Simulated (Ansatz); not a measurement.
# MgS (Niningerite, Fm-3m): phonons and vibrational spectra, part 2 of 4

Wanted: phonon frequencies of MgS (Niningerite, Fm-3m) and what follows from them.

Ansatz 0.2.0; DFT PBE, scalar-relativistic, plane waves, PAW.

So far. Step 3 (Relaxing to small forces for the phonons): The forces vanish by symmetry and the pressure is 0.004 GPa, within the tolerances set. The cell now holds 17.88 Å³/atom. The relaxed cell has a = 5.230 Å (conventional setting).

### 4. Zone-centre response

The zone centre comes first: it holds the modes that light can see, as far as symmetry allows. The response to a homogeneous field gives the Born charges and the dielectric tensor.

Input file input.yaml:

```yaml
crystal:
  lattice:
    - [0.0, 2.6148576574, 2.6148576574]
    - [2.6148576574, 0.0, 2.6148576574]
    - [2.6148576574, 2.6148576574, 0.0]
  atoms:
    - { symbol: Mg, position: [0.0, 0.0, 0.0] }
    - { symbol: S, position: [0.5, 0.5, 0.5] }
kpoints:
  mp_grid: { grid: [8, 8, 8] }
hamiltonian:
  xc: pbe
scf:
  occupations: { method: fixed }
output:
  eigenvalues: true
phonons:
  method: dfpt
  dielectric: true
  rigid_motions: translations
```

Command:

```bash
> ansatz run input.yaml --threads 4 --pin off --max-ram 7168MiB --backend cpu --events-out ev --progress --plain --runs-dir out
```

Numbers of over 12 decimals in the logs are rounded to 6 here.

Log:

```text
[...]
Crystal: 2 atoms, lattice volume = 35.758 Å³
Basis set: ecut = 420 eV, 725 PW (Γ), exchange–correlation on 50×50×50 points (8 copies of the dense FFT grid, shifted against one another)
Bands: 12, of which v1, the nominal top of the filled ones, is band 8 counted from 1 (7 counted from 0)
Symmetry: 48 space group operations
k-points: 59 of 512 (irreducible under 8 space group operations, time reversal used)
[...]
SCF iter   1: F=—  HF=-2828.749003 eV  |F-HF|=—  |Δ(HF+E_count)|=         —  Δρ=3.75e-4  dr2=2.72e-5  ethr=1.77e-3  ⟨swp⟩=5.6  Hψ=3836  notcnv=0  defer=99
[...]
SCF iter   9: F=-2828.748763 eV  HF=-2828.748763 eV  |F-HF|=9.09e-13  |Δ(HF+E_count)|=  5.00e-11  Δρ=3.28e-8  dr2=6.71e-13  ethr=1.00e-12  ⟨swp⟩=7.2  Hψ=3695  notcnv=0
SCF 1 converged in 9 iterations: F = -2828.748763 eV  dr2 = 6.71e-13
[...]
DFPT response loops at Γ: preconditioner auto → none (the input reference at scf.mixing.eps_inf says where Resta's filter doesn't serve); β = 0.50; Broyden in place of MSR1
── the response to a field inside a basis, on 8×8×8 k-points: an SCF that follows is theirs, and a resumed run solves both again ──
Bands: 9, of which v1, the nominal top of the filled ones, is band 8 counted from 1 (7 counted from 0)
k-points: 60 of 512 (irreducible under 12 space group operations)
[...]
Eigensolver: Dense (60 Hₖ)
SCF iter   1: F=—  HF=-2828.747659 eV  |F-HF|=—  |Δ(HF+E_count)|=         —  Δρ=9.46e-5  dr2=5.71e-7  ethr=1.00e-1
[...]
SCF iter   3: F=-2828.747663 eV  HF=-2828.747663 eV  |F-HF|=2.83e-8  |Δ(HF+E_count)|=   8.49e-7  Δρ=8.92e-6  dr2=8.91e-9  ethr=7.02e-10
SCF 1 converged in 3 iterations: F = -2828.747663 eV  dr2 = 8.91e-9
[...]
SCF converged after 9 iterations
Free energy (F): -2828.748763 eV
[...]
Internal energy: -2828.748763 eV  (E = F + TS)
E sigma→0 (E₀):  -2828.748763 eV
Fermi energy:    6.214756 eV
[...]
--- Band table (eV; the first three rows and the last of 59) ---
  k-point 0: bands = [... 4 lower, -6.3657, 6.2148, 6.2148, 6.2148, 9.8185, 14.1403, 14.1403, 14.1403]
  k-point 1: bands = [... 4 lower, -6.2174, 5.1789, 6.1169, 6.1169, 10.6246, 13.8205, 14.3795, 14.3795]
  k-point 2: bands = [... 4 lower, -5.8174, 3.4493, 5.9031, 5.9031, 11.1194, 13.9918, 13.9918, 14.4224]
  k-point 58: bands = [... 4 lower, -4.6953, 3.0596, 3.0596, 3.9035, 11.4074, 14.1241, 14.1241, 14.2162]
--- Phonons (Γ-DFPT): 2 representative perturbations + reference, on 59 of 512 k-points (Σ response iterations 6) ---
  k mesh reduced under 8 symmetry operations, with k and −k counted as one. Each operation leaves every solved perturbation unchanged. A smaller set is not considered because the run solves the response to a homogeneous field
  ASR residual: 1.491e-5 → 0.000e0 eV/Å²; symmetrization residual: 3.055e-6 eV/Å²
  ASR residual per site (eV/Å²): 7.01e-6 1.49e-5
  Γ frequencies (cm⁻¹): 0.00 0.00 0.00 223.73 223.73 223.73
  ε∞ (high-frequency dielectric tensor):
        5.414333     0.000000     0.000000
        0.000000     5.414333     0.000000
        0.000000     0.000000     5.414333
  ε⁰ (static dielectric tensor: ions relaxed, cell fixed):
       16.353613     0.000000    -0.000000
        0.000000    16.353613    -0.000000
       -0.000000    -0.000000    16.353613
  ε⁰ − ε∞ (ionic part):
       10.939280     0.000000    -0.000000
        0.000000    10.939280    -0.000000
       -0.000000    -0.000000    10.939280
  softest optical mode at Γ: 223.73 cm⁻¹; the repairs (sum rule, projections) moved no ω² at Γ by more than (0.58 cm⁻¹)²
  Born effective charges Z* (e; rows j = field, columns β = displacement):
    site 0:
         2.34543   -0.00000   -0.00000
         0.00000    2.34543   -0.00000
        -0.00000   -0.00000    2.34543
    site 1:
        -2.34543    0.00000    0.00000
        -0.00000   -2.34543    0.00000
         0.00000    0.00000   -2.34543
  Z* charge neutrality: 2.924e-4 e pre-enforcement
  solved inside a basis spanned on kpoints, on 8×8×8 k-points, its susceptibility summed on 12×12×12: ε∞ is read to err by 1.3e-2, Z* by 1.1e-2 e (field_mesh: kpoints solves on kpoints); Z* is corrected for what the basis lacks
  optical modes at Γ without the LO–TO term, one row a degenerate level:
      ω (cm⁻¹)  modes    IR ((D/Å)²/amu)
        223.73      3            27.5409
  optical modes at Γ + LO–TO along q̂ = [1.0000, 0.0000, 0.0000]:
      ω (cm⁻¹)  modes    IR ((D/Å)²/amu)
        223.73      2            18.3606
        388.83      1             9.1803
  optical modes at Γ + LO–TO along q̂ = [0.0000, 1.0000, 0.0000]:
      ω (cm⁻¹)  modes    IR ((D/Å)²/amu)
        223.73      2            18.3606
        388.83      1             9.1803
  optical modes at Γ + LO–TO along q̂ = [0.0000, 0.0000, 1.0000]:
      ω (cm⁻¹)  modes    IR ((D/Å)²/amu)
        223.73      2            18.3606
        388.83      1             9.1803
```

Wall time 8.7 s (4 threads of Arm Neoverse V1, shared host); peak memory 0.4 GiB; 31 s of CPU time.

Numbers from this step:

```
sum-rule residual before enforcement                    : 1.49e-5 eV/Å²
miss of the charge sum rule                             : 2.92e-4 e
estimated error of the dielectric tensor                : 0.01344
estimated error of the Born charges                     : 0.01069 e
point group                                             : m-3m
highest optical mode at the zone centre (no LO-TO term) : 223.7 cm⁻¹
lowest optical zone-centre mode                         : 223.7 cm⁻¹
mean high-frequency dielectric constant                 : 5.414
largest Born charge (third of the trace)                : 2.345 e
mean static dielectric constant                         : 16.35
top of the zone-centre spectrum with the field          : 388.8 cm⁻¹
```

Without the LO-TO term. Patterns of degenerate modes are one choice out of their space. The modes at Γ (shares of kinetic energy by element, %):

```
mode  frequency (cm⁻¹)  symmetry  Mg %  S %
   1               0.0  acoustic    43   57
   2               0.0  acoustic    43   57
   3               0.0  acoustic    43   57
   4             223.7       T1u    57   43
   5             223.7       T1u    57   43
   6             223.7       T1u    57   43
```

Displacements in mode 4 (223.7 cm⁻¹), the largest set to 1:
```
Mg1  0.00  0.00  1.00
S2   0.00  0.00 -0.76
```

Optical modes at the zone centre, without and with the macroscopic field of the longitudinal modes; each column is sorted by frequency, so a row need not hold one and the same mode. Modes with and without the field, by row:

```
rank among optical modes  no field (cm⁻¹)  q along (1, 0, 0) (cm⁻¹)
                       1            223.7                     223.7
                       2            223.7                     223.7
                       3            223.7                     388.8
```

Born charge (rows field, columns displacement) (e), principal values of the symmetric part by kind of site:

```
atom  atoms with these values    low  middle   high   mean
 Mg1                        1   2.35    2.35   2.35   2.35
  S2                        1  -2.35   -2.35  -2.35  -2.35
```

In full for S2:

```
-2.35  0.00  0.00
 0.00 -2.35  0.00
 0.00  0.00 -2.35
```

High-frequency dielectric tensor:

```
5.41 0.00 0.00
0.00 5.41 0.00
0.00 0.00 5.41
```

Static dielectric tensor (ions relaxed, fixed cell):

```
16.35  0.00  0.00
 0.00 16.35  0.00
 0.00  0.00 16.35
```

Transverse modes. Infrared lines, with heights relative to the strongest:

```
position (cm⁻¹)  label  relative intensity
            224    T1u                 100
```

Before it was imposed, the acoustic sum rule was missed by 1.5e-5 eV/Å² and the charge sum rule by 2.9e-4 e. Small misses are needed for a sound result but don't prove that mesh and cutoff are converged. The lowest optical mode is real, 224 cm⁻¹.

(Part 2 of 4 ends here.)

[Logs are printed without paths, hosts, clocks, repeated set-up lines and the standing remarks that a program may print on its own settings, such as how far it seeks lower states.]

[Hosts, paths, dates, database ids (printed as entryN), source tags and the programs' standing remarks are cut or masked in the printed files.]
